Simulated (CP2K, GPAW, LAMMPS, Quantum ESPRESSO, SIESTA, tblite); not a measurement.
**How far do other methods lie from plane waves? Glassy 29TiO2-71Al2O3 (mol %) (137 atoms)**

One geometry of glassy 29TiO2-71Al2O3 (mol %) (137 atoms) is solved by several programs and methods. How far do their forces lie from a plane-wave PBE run?

Results are calculated, not measured.

### 1. The cell

The cell holds 137 atoms (9 Ti, 44 Al and 84 O), with edges of 11.34, 11.34 and 11.34 Å. Recipe: 137 atoms (9 Ti, 44 Al, 84 O) placed at random at 3.12 g/cm³, melted at 4000 K for 10 ps at fixed volume with the Morse and Coulomb pair potential with partial charges (Pedone, Malavasi, Menziani, Cormack and Segre, J. Phys. Chem. B 110, 11780 (2006)). Quenched from 4000 K to 300 K at 300 K/ps and fixed volume, held 10 ps at zero pressure. The density is 3.38 g/cm³.

### 2. The reference input

Quantum ESPRESSO 7.5: Kohn-Sham DFT, PBE, SSSP efficiency 1.3.0 pseudopotentials, plane waves. Its input, pw.in:

```
&control
  calculation = 'scf'
  pseudo_dir = './pseudo'
  outdir = './tmp'
  disk_io = 'none'
  tprnfor = .true.
  tstress = .true.
/
&system
  ibrav = 0
  nat = 137
  ntyp = 3
  ecutwfc = 60
  ecutrho = 480
  nosym = .true.
  occupations = 'smearing'
  smearing = 'fd'
  degauss = 0.003675
/
&electrons
  conv_thr = 6.9e-07
  electron_maxstep = 100
  mixing_beta = 0.4
  mixing_mode = 'plain'
  diagonalization = 'david'
/
ATOMIC_SPECIES
Ti 47.867 Ti.upf
Al 26.982 Al.upf
O 15.999 O.upf
CELL_PARAMETERS angstrom
11.33646 0.00000 0.00000
0.00000 11.33646 0.00000
0.00000 0.00000 11.33646
ATOMIC_POSITIONS crystal
Ti 0.45263 0.88175 0.06837
Ti 0.23859 0.42409 0.37167
Ti 0.83596 0.94087 0.62768
Ti 0.91626 0.22575 0.33117
[... 131 atom lines left out ...]
O 0.06640 0.87976 0.29822
O 0.24548 0.72433 0.33330
K_POINTS gamma
```

```console
$ OMP_NUM_THREADS=1 mpirun -np 4 pw.x -in pw.in > output.txt
```

Elapsed: 20 min, on 4 MPI ranks of Arm Neoverse N1, shared host; peak memory 5.9 GiB; 79 min of CPU time.

It converged with an r.m.s. force component of 1.1 eV/Å and a pressure of 12 GPa.

Its highest filled and lowest empty levels lie 2.01 eV apart on its k-points.

### 3. What was run beside it

- CP2K 2026.2: Gaussian basis with GTH pseudopotentials and a plane-wave density; labels give functional, basis (MOLOPT sets; SR short-range, UZH the newer set with its own potentials), grid cutoff/relative cutoff and solver (OT: orbital transformation; TRS4, TC2, SIGN: linear-scaling purification with its sparsity filter), or its built-in tight binding.
- GPAW 26.7.0: PAW with atomic orbitals (LCAO), plane waves or a real-space grid of spacing h.
- SIESTA 5.4.2: numerical atomic orbitals, whose automatically made sets are far from complete, with PseudoDojo norm-conserving potentials that we converted to its format (checked against plane waves on the same files for H, C, O, Si, Ge and Ca alone); labels give functional, basis size, energy shift and mesh cutoff.
- tblite 0.8.0: extended tight binding, driven from Python.

All use the same cell and atoms, and the electronic-structure runs the same k-mesh.

### 4. All runs compared

Differences are against the reference: forces as r.m.s. over components, share as that over the reference's r.m.s. force, slope as the fitted ratio of a run's forces to the reference's.

```csv
run,"Δ force, r.m.s. (meV/Å)",share (%),slope,Δ pressure (GPa),Δ gap (eV),cores,CPU time,memory (GiB)
reference,-,-,-,-,-,4,79 min,5.9
"CP2K PBE, DZVP-UZH, 280/50 Ry, OT CG (coarse)",146,13.0,0.963,-0.475,-0.0735,4,48 min,2.9
"CP2K PBE, SZV-MOLOPT-SR, 800/50 Ry, OT CG (coarse)",401,35.7,1.118,14.2,-0.543,2,25 min,3.0
"GPAW PBE, LCAO dzp, h 0.15 Å",184,16.4,1.079,-,-0.120,4,52 min,6.0
"GPAW PBE, LCAO dzp, h 0.18 Å",188,16.7,1.080,-,-0.12,2,34 min,3.4
"GPAW PBE, LCAO sz(dzp), h 0.18 Å (coarse)",424,37.7,1.127,-,-0.346,1,5.5 min,2.0
"SIESTA PBE, DZ, shift 0.01 Ry, mesh 500 Ry (coarse)",405,36.1,1.174,7.55,-0.232,2,12 min,2.4
"SIESTA PBE, DZP, shift 0.01 Ry, mesh 500 Ry",122,10.8,1.053,2.16,-0.223,4,40 min,4.6
"SIESTA PBE, SZ, shift 0.02 Ry, mesh 500 Ry (coarse)",514,45.7,1.171,-0.0558,-0.174,1,6.9 min,1.3
"SIESTA PBE, SZ, shift 0.02 Ry, mesh 500 Ry, orbital minimisation (coarse)",514,45.7,1.171,-0.0552,-,2,18 min,1.6
"SIESTA PBE, SZP, shift 0.01 Ry, mesh 500 Ry (coarse)",260,23.1,1.159,6.03,-0.269,2,29 min,3.5
"SIESTA PBE, TZP, shift 0.01 Ry, mesh 500 Ry",66.0,5.87,1.034,0.397,-0.195,4,55 min,5.5
"SIESTA revPBE, PBE potentials, DZP, shift 0.01 Ry, mesh 500 Ry",117,10.4,1.055,3.75,-0.239,4,39 min,4.6
tblite GFN1-xTB,730,64.9,0.626,7.58,-,1,34 s,0.18
```

Rows marked coarse were listed beforehand as settings not expected to be converged; some can still land near the reference.

Runs without a result: CP2K PBE, SZV-MOLOPT-SR, 800/50 Ry, SIGN filter 1e-04, SCF 1e-05 (cut off at its time limit); CP2K PBE, SZV-MOLOPT-SR, 800/50 Ry, SIGN filter 1e-03, SCF 1e-04 (cut off at its time limit); CP2K PBE, SZV-MOLOPT-SR, 800/50 Ry, SIGN filter 1e-07, SCF 1e-07 (cut off at its time limit); QE PBE, sssp-1.3.0-efficiency, 60/480 Ry, cg (cut off at its time limit).

CPU time is summed over cores on shared hosts, so it is rough.

### 5. Findings

Forces lie from 5.9 % (SIESTA PBE, TZP, shift 0.01 Ry, mesh 500 Ry) to 65 % (tblite GFN1-xTB) of the reference's r.m.s. force of 1.1 eV/Å away from it. The PBE runs in local orbitals, coarse settings apart, differ by 5.9 % (SIESTA PBE, TZP, shift 0.01 Ry, mesh 500 Ry) to 17 % (GPAW PBE, LCAO dzp, h 0.18 Å); basis, grid and potentials can all enter. Tight binding differs by 65 % (tblite GFN1-xTB); it is another model, with fitted parameters of its own, and the xTB methods hold dispersion. Rows with another functional or a dispersion term differ by 10 % (SIESTA revPBE, PBE potentials, DZP, shift 0.01 Ry, mesh 500 Ry), which mixes the change of model with differences of basis and potentials, some of them made for another functional.

Runs with settings chosen to be coarse differ by 13 % (CP2K PBE, DZVP-UZH, 280/50 Ry, OT CG) to 46 % (SIESTA PBE, SZ, shift 0.02 Ry, mesh 500 Ry), their programs' other errors included. SIESTA PBE, DZ, shift 0.01 Ry, mesh 500 Ry stiffens the forces by a factor of 1.17 while following their directions (correlation 0.966); the slopes of the 7 SIESTA runs lie between 1.03 and 1.17. From GPAW PBE, LCAO dzp, h 0.18 Å to the finer GPAW PBE, LCAO dzp, h 0.15 Å the share goes from 16.7 to 16.4 %, so the grid isn't what parts these runs from the reference. Pressures at PBE, coarse settings apart, lie +0.40 to +2.16 GPa from the reference's. Gaps at PBE, coarse settings apart, lie -0.22 to -0.12 eV from the reference's.

Caveats: Periodic xTB results under one method name differ between programs and library versions. The reference's pressure holds the uncorrected Pulay stress of its 60 Ry basis, so small pressure differences may be the reference's own error. The quench rate of 300 K/ps is many orders above laboratory rates, so the cell is likely richer in defects and strain than a real sample. The network of bonds at the start is that of the classical potential that made the cell, and needn't be the one that DFT or experiment would give. The electronic-structure runs sample only Γ, in a cell whose shortest periodic width is 11 Å. The reference has no spin polarisation, so local moments can't form. Where levels are smeared, the DFT runs use Fermi–Dirac occupations at 580 K (0.05 eV), and energies are free energies. The reference's cutoffs and mesh weren't converged further here.

[Logs are printed without paths, hosts, clocks, repeated set-up lines and the standing remarks that a program may print on its own settings, such as how far it seeks lower states.]

[Hosts, paths, dates, database ids (printed as entryN), source tags and the programs' standing remarks are cut or masked in the printed files.]

[Cells were taken only where this reference lay near another plane-wave run.]
